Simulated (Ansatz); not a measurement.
An input for Ansatz 0.2.0 (Te2Mo (P6_3/mmc)):

```yaml
crystal:
  lattice:
    - [3.5182, 0.0, 0.0]
    - [-1.7591, 3.0468505756, 0.0]
    - [0.0, 0.0, 13.9736]
  atoms:
    - { symbol: Te, position: [0.3333333333, 0.6666666667, 0.621] }
    - { symbol: Te, position: [0.6666666667, 0.3333333333, 0.121] }
    - { symbol: Te, position: [0.3333333333, 0.6666666667, 0.879] }
    - { symbol: Te, position: [0.6666666667, 0.3333333333, 0.379] }
    - { symbol: Mo, position: [0.3333333333, 0.6666666667, 0.25] }
    - { symbol: Mo, position: [0.6666666667, 0.3333333333, 0.75] }
kpoints:
  mp_grid: { grid: [6, 6, 2] }
hamiltonian:
  xc: pbe
  pseudopotentials: { kind: nc }
scf:
  occupations: { method: fixed }
gw:
  n_empty_bands: 624
  ecut_chi: 150.0
  qp_bands: [v6, c3]
  qp_kpoints: [[0, 0, 0]]
  screening: { model: contour_deformation }
```

```sh
ansatz run input.yaml --threads 3 --pin off --max-ram 92160MiB --backend cuda --events-out ev --progress --plain --runs-dir out --devices 1 --max-vram 13GiB
```

Question: How long will it take on 1 × NVIDIA H100 80GB HBM3 (shared by 6 runs) with 3 threads of AMD EPYC 7R13 (Zen 3), shared host, and how much memory?

It took 64 s; on shared hardware allow 32 s to 2.1 min. Peak host memory was 3.7 GiB. The sizes that set the cost: 12821 plane waves a state, 14 irreducible k points, 670 bands summed, 639 plane waves in the screening and 9 SCF cycles.

The screening grows as filled bands × empty bands × pairs of k points, times the square of the screening basis for the matrix.

[Paths, hosts, dates, memory and timing lines, banners, echoed tables and standing remarks are left out of the program output.]

[Logs are printed without paths, hosts, clocks, repeated set-up lines and the standing remarks that a program may print on its own settings, such as how far it seeks lower states.]

[Runs of the session that timed out or met a known fault of the program may be left out.]

[Cells called generated may have been cut or substituted from an entry of the Crystallography Open Database or the Materials Project.]

[Hosts, paths, dates, database ids (printed as entryN), source tags and the programs' standing remarks are cut or masked in the printed files.]
